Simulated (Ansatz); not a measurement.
## Is TiZnSn in the AlB2 type a stable metal?

The plan: relax TiZnSn in the AlB2 type, check its phonons, and, if the lattice is stable, compute its Eliashberg function and ρ(T).

Main program and level: Ansatz 0.2.0; DFT LDA, scalar-relativistic, plane waves, PAW.

This is a report of a sequence of runs, with most program output left out.

The structure was built from a prototype and need not be the compound's stable phase.

### Step 1. Starting point

It takes space group P-6m2 (No. 187, hexagonal). Conventional cell: a = 4.036 Å, b = 4.036 Å, c = 4.238 Å, α = 90.00°, β = 90.00°, γ = 120.00°. Ti has 6 Sn at 3.15 Å and 6 Zn at 3.15 Å nearest. Nearest to Sn lie 3 Zn at 2.33 Å and 6 Ti at 3.15 Å. Nearest to Zn lie 3 Sn at 2.33 Å and 6 Ti at 3.15 Å. Farther neighbours are not listed.

### Step 2. Relaxing cell and atoms

The structure is brought to rest under this functional.

File input.yaml:

```yaml
crystal:
  lattice:
    - [4.03592, 0.0, 0.0]
    - [-2.01796, 3.49521, 0.0]
    - [0.0, 0.0, 4.23772]
  atoms:
    - { symbol: Ti, position: [0.0, 0.0, 0.0] }
    - { symbol: Sn, position: [0.33333333, 0.66666667, 0.5] }
    - { symbol: Zn, position: [0.66666667, 0.33333333, 0.5] }
kpoints:
  mp_grid: { grid: [9, 9, 8] }
hamiltonian:
  xc: lda
scf:
  occupations: { method: gaussian, width: 0.1 }
output:
  forces: true
  stress: true
  eigenvalues: true
relax:
  adjacent_minimum: "off"
  f_tol: 0.005
  max_steps: 80
  cell: { stress_tol: 0.05 }
```

On the command line:

```console
$ ansatz run input.yaml --threads 4 --pin off --max-ram 10240MiB --backend cpu --events-out ev --progress --plain --runs-dir out
```

Wall time 44 s (4 threads of Arm Neoverse V1, shared host); peak memory 0.48 GiB.

Step by step:

| step | energy less that of the first step (eV) | largest force component (eV/Å) | pressure (GPa) | volume (Å³) |
| --- | --- | --- | --- | --- |
| 1 | 0.0000 | 0.0000 | -1.13 | 59.78 |
| 2 | -0.4175 | 0.0000 | -2.59 | 58.49 |
| 3 | -0.7335 | 0.0000 | -2.14 | 56.40 |
| 4 | -0.9694 | 0.0000 | -0.99 | 54.25 |
| 5 | -1.1237 | 0.0000 | 0.48 | 52.29 |
| 6 | -1.2381 | 0.0000 | 1.44 | 50.80 |
| 7 | -1.3163 | 0.0000 | 1.40 | 50.13 |
| 8 | -1.3173 | 0.0000 | -1.75 | 51.48 |
| 9 | -1.3237 | 0.0000 | 0.17 | 50.63 |
| 10 | -1.3238 | 0.0000 | 0.06 | 50.68 |
| 11 | -1.3238 | 0.0000 | 0.00 | 50.71 |
| 12* | -1.3310 | 0.0000 | 0.23 | 50.71 |
| 13 | -1.3312 | 0.0000 | 0.02 | 50.80 |
| 14* | -1.3312 | 0.0000 | 0.02 | 50.80 |

Relaxation steps marked * repeat the geometry before them on a plane-wave basis chosen anew for their cell, so energy and pressure can jump there.

The run keeps the 12 symmetry operations that it works with, so distortions that break them were not tested.

| cell as run | before | after | change |
| --- | --- | --- | --- |
| a (Å) | 4.036 | 4.452 | +10.3 % |
| b (Å) | 4.036 | 4.452 | +10.3 % |
| c (Å) | 4.238 | 2.960 | -30.2 % |
| volume (Å³/atom) | 19.93 | 16.93 | -15.0 % |

The relaxed structure:

```xyz
3
Lattice="4.4517 0.0000 0.0000 -2.2259 3.8553 0.0000 0.0000 0.0000 2.9598" Properties=species:S:1:pos:R:3 pbc="T T T"
Ti    0.0000    0.0000    0.0000
Sn    0.0000    2.5702    1.4799
Zn    2.2259    1.2851    1.4799
```

This step gave:

```yaml
pressure: 0.02126 GPa
volume_per_atom: 16.93 Å³
metallic_on_mesh: yes
gap_on_the_k_mesh: 0 eV
```

The largest force is now zero by symmetry and the largest stress component 0.035 GPa.

### Step 3. Relaxation

The cell moved far, so the relaxation is started again from the new cell to confirm it.

input.yaml, the sections that differ from step 2:

```yaml
crystal:
  lattice:
    - [4.4517257549, 0.0, 0.0]
    - [-2.2258628775, 3.8553075945, 0.0]
    - [0.0, 0.0, 2.9598205026]
  atoms:
    - { symbol: Ti, position: [0.0, 0.0, 0.0] }
    - { symbol: Sn, position: [0.3333333333, 0.6666666667, 0.5] }
    - { symbol: Zn, position: [0.6666666667, 0.3333333333, 0.5] }
kpoints:
  mp_grid: { grid: [9, 9, 10] }
# hamiltonian, scf, output, relax: as in step 2
```

It took 14 s on 4 threads; peak memory 0.47 GiB.

Relaxation path:

| step | energy less that of the first step (eV) | largest force component (eV/Å) | pressure (GPa) | volume (Å³) |
| --- | --- | --- | --- | --- |
| 1 | 0.0000 | 0.0000 | 0.00 | 50.80 |
| 2 | 0.0000 | 0.0000 | -0.08 | 50.83 |
| 3 | -0.0001 | 0.0000 | 0.08 | 50.77 |
| 4 | -0.0001 | 0.0000 | 0.00 | 50.80 |
| 5 | -0.0001 | 0.0000 | 0.00 | 50.80 |

The log counts 1 steps on a newly chosen plane-wave basis, not all of them marked here; energy and pressure can jump at such steps.

| conventional cell, symmetrised | before | after | change |
| --- | --- | --- | --- |
| a (Å) | 4.452 | 4.448 | -0.1 % |
| b (Å) | 4.452 | 4.448 | -0.1 % |
| c (Å) | 2.960 | 2.965 | +0.2 % |
| volume (Å³/atom) | 16.93 | 16.93 | +0.0 % |

Final coordinates:

```cif
data_structure
_symmetry_space_group_name_H-M 'P 1'
_symmetry_Int_Tables_number 1
_cell_length_a 4.4478
_cell_length_b 4.4478
_cell_length_c 2.9651
_cell_angle_alpha 90.000
_cell_angle_beta 90.000
_cell_angle_gamma 120.000
_cell_volume 50.80
loop_
_atom_site_label
_atom_site_type_symbol
_atom_site_fract_x
_atom_site_fract_y
_atom_site_fract_z
_atom_site_occupancy
Ti1 Ti 0.00000 0.00000 0.00000 1
Sn2 Sn 0.33333 0.66667 0.50000 1
Zn3 Zn 0.66667 0.33333 0.50000 1
```

This step gave:

* pressure: 2.50e-4 GPa

The largest force is now zero by symmetry and the largest stress component 0.0012 GPa.

### Step 4. Relaxing tightly for phonons

No force is left; the cell is relaxed once more with another smearing and tight thresholds.

input.yaml, the sections that differ from step 3:

```yaml
crystal:
  lattice:
    - [4.4478078879, 0.0, 0.0]
    - [-2.223903944, 3.8519146221, 0.0]
    - [0.0, 0.0, 2.9651292724]
  atoms:
    - { symbol: Ti, position: [0.0, 0.0, 0.0] }
    - { symbol: Sn, position: [0.3333333333, 0.6666666667, 0.5] }
    - { symbol: Zn, position: [0.6666666667, 0.3333333333, 0.5] }
scf:
  occupations: { method: methfessel_paxton, width: 0.2 }
relax:
  adjacent_minimum: "off"
  f_tol: 0.001
  max_steps: 60
  cell: { stress_tol: 0.01 }
# kpoints, hamiltonian, output: as in step 3
```

The job ended after 14 s (4 threads; peak memory 0.47 GiB).

Step by step:

| step | energy less that of the first step (eV) | largest force component (eV/Å) | pressure (GPa) | volume (Å³) |
| --- | --- | --- | --- | --- |
| 1 | 0.0000 | 0.0000 | -0.02 | 50.80 |
| 2 | 0.0000 | 0.0000 | -0.02 | 50.80 |
| 3 | 0.0000 | 0.0000 | 0.04 | 50.77 |
| 4 | 0.0000 | 0.0000 | 0.00 | 50.79 |
| 5 | 0.0000 | 0.0000 | 0.00 | 50.79 |

The log counts 1 steps on a newly chosen plane-wave basis, not all of them marked here; energy and pressure can jump at such steps.

| conventional cell, symmetrised | before | after | change |
| --- | --- | --- | --- |
| a (Å) | 4.448 | 4.445 | -0.1 % |
| b (Å) | 4.448 | 4.445 | -0.1 % |
| c (Å) | 2.965 | 2.968 | +0.1 % |
| volume (Å³/atom) | 16.93 | 16.93 | -0.0 % |

The relaxed structure:

```xyz
3
Lattice="4.4452 0.0000 0.0000 -2.2226 3.8496 0.0000 0.0000 0.0000 2.9682" Properties=species:S:1:pos:R:3 pbc="T T T"
Ti    0.0000    0.0000    0.0000
Sn    0.0000    2.5664    1.4841
Zn    2.2226    1.2832    1.4841
```

This step gave:

| Quantity | Value |
| --- | --- |
| pressure | -0.003622 GPa |

The largest force is now zero by symmetry and the largest stress component 0.0062 GPa, small enough for phonons.

### Step 5. Lattice stability: q 2×2×2, k 4×4×6

Couplings are defined for a stable lattice alone, so phonons come first.

File input.yaml:

```yaml
crystal:
  lattice:
    - [4.4451626487, 0.0, 0.0]
    - [-2.2225813244, 3.8496237777, 0.0]
    - [0.0, 0.0, 2.9681844845]
  atoms:
    - { symbol: Ti, position: [0.0, 0.0, 0.0] }
    - { symbol: Sn, position: [0.3333333333, 0.6666666667, 0.5] }
    - { symbol: Zn, position: [0.6666666667, 0.3333333333, 0.5] }
kpoints:
  mp_grid: { grid: [4, 4, 6] }
hamiltonian:
  xc: lda
scf:
  occupations: { method: methfessel_paxton, width: 0.2 }
output:
  eigenvalues: true
phonons:
  method: dfpt
  qmesh: [2, 2, 2]
  temperatures: { t_max: 1000, t_step: 50 }
  qpath:
    path:
      - [[0.0, 0.0, 0.0], [0.5, 0.0, 0.0], [0.33333333, 0.33333333, 0.0], [0.0, 0.0, 0.0], [0.0, 0.0, 0.5], [0.5, 0.0, 0.5], [0.33333333, 0.33333333, 0.5], [0.0, 0.0, 0.5]]
      - [[0.5, 0.0, 0.5], [0.5, 0.0, 0.0]]
      - [[0.33333333, 0.33333333, 0.5], [0.33333333, 0.33333333, 0.0]]
    npoints: 10
```

Elapsed: 34 s, on 4 threads; peak memory 0.51 GiB.

Numbers from this step:

```
share of imaginary modes in the plain interpolation between solved wavevectors : 0.0347
highest frequency, solved or plainly interpolated                              : 254.7 cm⁻¹
```

Solved on the 2×2×2 mesh alone; all other wavevectors are interpolated. Phonon branches along the path, in cm⁻¹:

| point | branch 1 | branch 2 | branch 3 | branch 4 | branch 5 | branch 6 | branch 7 | branch 8 | branch 9 |
| --- | --- | --- | --- | --- | --- | --- | --- | --- | --- |
| Γ | 0 | 0 | 0 | 30 | 156 | 180 | 180 | 215 | 215 |
| halfway | -33 | 39 | 51 | 93 | 140 | 149 | 164 | 219 | 232 |
| M | -28 | 48 | 66 | 92 | 106 | 168 | 174 | 199 | 242 |
| halfway | -7 | 50 | 66 | 75 | 106 | 176 | 176 | 201 | 237 |
| K | 47 | 49 | 52 | 66 | 99 | 178 | 194 | 196 | 231 |
| halfway | -35 | 42 | 55 | 100 | 137 | 141 | 167 | 220 | 232 |
| Γ | 0 | 0 | 0 | 30 | 156 | 180 | 180 | 215 | 215 |
| halfway | 19 | 70 | 70 | 113 | 165 | 190 | 190 | 216 | 216 |
| A | -9 | 96 | 96 | 159 | 173 | 201 | 201 | 216 | 216 |
| halfway | 25 | 86 | 102 | 133 | 187 | 194 | 211 | 218 | 221 |
| L | -35 | 76 | 106 | 128 | 179 | 187 | 213 | 226 | 237 |
| halfway | -24 | 69 | 102 | 141 | 182 | 182 | 208 | 215 | 249 |
| H | 6 | 64 | 96 | 155 | 178 | 186 | 192 | 217 | 255 |
| halfway | 26 | 81 | 110 | 125 | 190 | 193 | 207 | 212 | 231 |
| A | -9 | 96 | 96 | 159 | 173 | 201 | 201 | 216 | 216 |
| jump to L | -35 | 76 | 106 | 128 | 179 | 187 | 213 | 226 | 237 |
| halfway | 14 | 61 | 83 | 130 | 137 | 174 | 188 | 220 | 238 |
| M | -28 | 48 | 66 | 92 | 106 | 168 | 174 | 199 | 242 |
| jump to H | 6 | 64 | 96 | 155 | 178 | 186 | 192 | 217 | 255 |
| halfway | 12 | 56 | 67 | 114 | 165 | 186 | 190 | 200 | 242 |
| K | 47 | 49 | 52 | 66 | 99 | 178 | 194 | 196 | 231 |

Lowest modes at the softest wavevector of the mesh. Modes at q = (0.000, 0.500, 0.500), with each element's share of the kinetic energy (negative means imaginary):

| mode | frequency (cm⁻¹) | Ti % | Sn % | Zn % |
| --- | --- | --- | --- | --- |
| 1 | -34.8 | 20 | 5 | 75 |
| 2 | 76.5 | 0 | 62 | 38 |
| 3 | 106.1 | 33 | 44 | 22 |
| 4 | 128.0 | 10 | 78 | 12 |
| 5 | 179.1 | 31 | 2 | 68 |
| 6 | 186.8 | 100 | 0 | 0 |

Displacements in mode 1 (-34.8 cm⁻¹), the largest set to 1, in the home cell:
```
Ti1  0.00 -0.61  0.00
Sn2  0.00  0.00 -0.19
Zn3  0.00  0.00 -1.00
```

Displacements in mode 6 (186.8 cm⁻¹), the largest set to 1, in the home cell:
```
Ti1 1.00 0.00 0.00
Sn2 0.00 0.00 0.00
Zn3 0.00 0.00 0.00
```

Among the solved wavevectors the lowest mode, translations apart, is -34.8 cm⁻¹, imaginary.

### Step 6. Phonons: q 3×3×2, k 6×6×8

An imaginary mode on so few k-points may come from the sampling, so the phonons are repeated with another q and k mesh.

input.yaml, as its differences from that of step 5:

```diff
@@ -10,3 +10,3 @@
 kpoints:
-  mp_grid: { grid: [4, 4, 6] }
+  mp_grid: { grid: [6, 6, 8] }
 hamiltonian:
@@ -19,3 +19,3 @@
   method: dfpt
-  qmesh: [2, 2, 2]
+  qmesh: [3, 3, 2]
   temperatures: { t_max: 1000, t_step: 50 }
```

It took 2.2 min on 4 threads; peak memory 0.71 GiB; 8.4 min of CPU time.

Numbers from this step:

```
share of imaginary modes in the plain interpolation between solved wavevectors : 0.0592
highest frequency, solved or plainly interpolated                              : 258.2 cm⁻¹
```

Solved on the 3×3×2 mesh alone; all other wavevectors are interpolated. Phonon branches along the path, in cm⁻¹:

| point | branch 1 | branch 2 | branch 3 | branch 4 | branch 5 | branch 6 | branch 7 | branch 8 | branch 9 |
| --- | --- | --- | --- | --- | --- | --- | --- | --- | --- |
| Γ | 0 | 0 | 0 | 33 | 156 | 175 | 175 | 213 | 213 |
| halfway | -45 | 43 | 52 | 78 | 124 | 133 | 165 | 218 | 230 |
| M | -58 | 51 | 67 | 77 | 86 | 156 | 173 | 197 | 240 |
| halfway | -63 | 50 | 52 | 67 | 111 | 167 | 174 | 198 | 235 |
| K | -64 | 28 | 53 | 67 | 122 | 174 | 184 | 194 | 229 |
| halfway | -53 | 46 | 56 | 87 | 113 | 132 | 167 | 218 | 231 |
| Γ | 0 | 0 | 0 | 33 | 156 | 175 | 175 | 213 | 213 |
| halfway | 31 | 66 | 66 | 124 | 179 | 179 | 187 | 216 | 216 |
| A | 30 | 94 | 94 | 177 | 182 | 182 | 212 | 218 | 218 |
| halfway | 36 | 84 | 105 | 138 | 180 | 198 | 213 | 221 | 225 |
| L | -4 | 76 | 116 | 127 | 169 | 178 | 223 | 224 | 239 |
| halfway | -32 | 66 | 109 | 141 | 166 | 182 | 208 | 223 | 251 |
| H | -46 | 58 | 101 | 155 | 164 | 187 | 193 | 223 | 258 |
| halfway | 32 | 78 | 113 | 131 | 178 | 202 | 207 | 216 | 236 |
| A | 30 | 94 | 94 | 177 | 182 | 182 | 212 | 218 | 218 |
| jump to L | -4 | 76 | 116 | 127 | 169 | 178 | 223 | 224 | 239 |
| halfway | 22 | 56 | 81 | 119 | 129 | 174 | 188 | 220 | 235 |
| M | -58 | 51 | 67 | 77 | 86 | 156 | 173 | 197 | 240 |
| jump to H | -46 | 58 | 101 | 155 | 164 | 187 | 193 | 223 | 258 |
| halfway | -47 | 45 | 76 | 102 | 172 | 180 | 186 | 201 | 242 |
| K | -64 | 28 | 53 | 67 | 122 | 174 | 184 | 194 | 229 |

Lowest modes at the softest wavevector of the mesh. Modes at q = (0.333, 0.333, 0.000), with each element's share of the kinetic energy (negative means imaginary):

| mode | frequency (cm⁻¹) | Ti % | Sn % | Zn % |
| --- | --- | --- | --- | --- |
| 1 | -64.5 | 74 | 26 | 0 |
| 2 | 28.1 | 0 | 60 | 40 |
| 3 | 53.3 | 0 | 0 | 100 |
| 4 | 67.4 | 0 | 100 | 0 |
| 5 | 122.2 | 78 | 0 | 22 |
| 6 | 174.3 | 100 | 0 | 0 |

Displacements in mode 1 (-64.5 cm⁻¹), the largest set to 1, in the home cell (x, y, z of the real part, then of the imaginary part):
```
Ti1 -0.18  0.98  0.00  0.98  0.18  0.00
Sn2  0.07  0.37  0.00 -0.37  0.07  0.00
Zn3  0.00  0.00  0.00  0.00  0.00  0.00
```

Displacements in mode 5 (122.2 cm⁻¹), the largest set to 1, in the home cell (x, y, z of the real part, then of the imaginary part):
```
Ti1  0.92  0.38  0.00 -0.38  0.92  0.00
Sn2  0.00  0.00  0.00  0.00  0.00  0.00
Zn3  0.36  0.28  0.00  0.28 -0.36  0.00
```

The modes has structure finer than the step of the table below, so its rows give means over 10 cm⁻¹, whole bins alone (the curve runs from -74.5 to 276 cm⁻¹). Peaks (cm⁻¹: height): Sn 66.5: 0.0312, 218.4: 0.0309, 233.8: 0.0214; Ti 174.4: 0.0467; Zn -34.8: 0.00717, 35.6: 0.0340, 48.9: 0.0252, 218.4: 0.0373, 233.8: 0.0284.

Phonopy on the run's constants, 15x15x19 mesh, Gaussian sigma 2.5 cm⁻¹. Modes against wavenumber; means over each step; values in 1/cm⁻¹/cell:

| wavenumber (cm⁻¹) | Sn | Ti | Zn |
| --- | --- | --- | --- |
| -60 | 0.00267 | 0.00449 | 6.8e-4 |
| -50 | 0.00321 | 0.00432 | 0.00253 |
| -40 | 0.00294 | 0.00361 | 0.00575 |
| -30 | 0.00191 | 0.00204 | 0.00531 |
| -20 | 0.00142 | 0.00145 | 0.00500 |
| -10 | 7.1e-4 | 7.4e-4 | 0.00363 |
| 0 | 2.7e-4 | 2.2e-4 | 8.9e-4 |
| 10 | 5.7e-4 | 5.8e-4 | 0.00309 |
| 20 | 0.00187 | 0.00146 | 0.00768 |
| 30 | 0.00284 | 0.00139 | 0.0202 |
| 40 | 0.00662 | 0.00166 | 0.0221 |
| 50 | 0.0133 | 0.00233 | 0.0209 |
| 60 | 0.0258 | 0.00433 | 0.0113 |
| 70 | 0.0245 | 0.00478 | 0.0102 |
| 80 | 0.0168 | 0.00542 | 0.00794 |
| 90 | 0.0147 | 0.00680 | 0.00575 |
| 100 | 0.0144 | 0.00772 | 0.00442 |
| 110 | 0.0163 | 0.00982 | 0.00494 |
| 120 | 0.0163 | 0.0106 | 0.00565 |
| 130 | 0.0155 | 0.0108 | 0.00692 |
| 140 | 0.00884 | 0.0116 | 0.00626 |
| 150 | 0.00666 | 0.0144 | 0.00594 |
| 160 | 0.00613 | 0.0231 | 0.00566 |
| 170 | 0.00556 | 0.0385 | 0.00532 |
| 180 | 0.00594 | 0.0360 | 0.0124 |
| 190 | 0.00594 | 0.0200 | 0.0110 |
| 200 | 0.00848 | 0.0167 | 0.0126 |
| 210 | 0.0149 | 0.0166 | 0.0185 |
| 220 | 0.0241 | 0.0171 | 0.0286 |
| 230 | 0.0154 | 0.00842 | 0.0205 |
| 240 | 0.0120 | 0.00852 | 0.0151 |
| 250 | 0.00259 | 0.00342 | 0.00281 |
| 260 | 3.7e-4 | 5.5e-4 | 3.8e-4 |
| 270 | 0 | 0 | 0 |

No LO-TO term; unit eigenvectors of the mass-weighted matrix. Modes at Γ, with each element's share of the kinetic energy:

| mode | frequency (cm⁻¹) | symmetry | Ti % | Sn % | Zn % |
| --- | --- | --- | --- | --- | --- |
| 1 | 0.0 | unnamed | 21 | 51 | 28 |
| 2 | 0.0 | unnamed | 21 | 51 | 28 |
| 3 | 0.0 | unnamed | 21 | 51 | 28 |
| 4 | 32.8 | A2'' | 0 | 33 | 67 |
| 5 | 155.8 | A2'' | 79 | 16 | 5 |
| 6 | 174.9 | E' | 78 | 8 | 14 |
| 7 | 174.9 | E' | 78 | 8 | 14 |
| 8 | 213.2 | E' | 1 | 41 | 58 |
| 9 | 213.2 | E' | 1 | 41 | 58 |

Displacements in mode 4 (32.8 cm⁻¹), the largest set to 1:
```
Ti1  0.00  0.00 -0.08
Sn2  0.00  0.00 -0.52
Zn3  0.00  0.00  1.00
```

Displacements in mode 5 (155.8 cm⁻¹), the largest set to 1:
```
Ti1  0.00  0.00  1.00
Sn2  0.00  0.00 -0.29
Zn3  0.00  0.00 -0.21
```

Among the solved wavevectors the lowest mode, translations apart, is -64.5 cm⁻¹, imaginary.

### Step 7. Results

```json
{
 "phonon run of the rows without a label of their own": "LDA, q 3×3×2, k 6×6×8",
 "softest mode on the q mesh": "-64.5 cm⁻¹ at q = (0.333, 0.333, 0)",
 "highest frequency, solved or plainly interpolated": "258 cm⁻¹"
}
```

In words: The lattice is dynamically unstable at this level: a mode at q = (0.333, 0.333, 0) is imaginary, 64.5i cm⁻¹, so no harmonic coupling constant or resistivity is defined for this structure. These meshes are coarse, and single modes of a metal can move by tens of cm⁻¹ with the k mesh. The coarser mesh found an imaginary mode at another wavevector, which this mesh lacks. The phonon runs are not spin-polarised. The structure was built by hand as an ordered model, and its stability against other phases was not tested.

[Logs are printed without paths, hosts, clocks, repeated set-up lines and the standing remarks that a program may print on its own settings, such as how far it seeks lower states.]

[Hosts, paths, dates, database ids (printed as entryN), source tags and the programs' standing remarks are cut or masked in the printed files.]
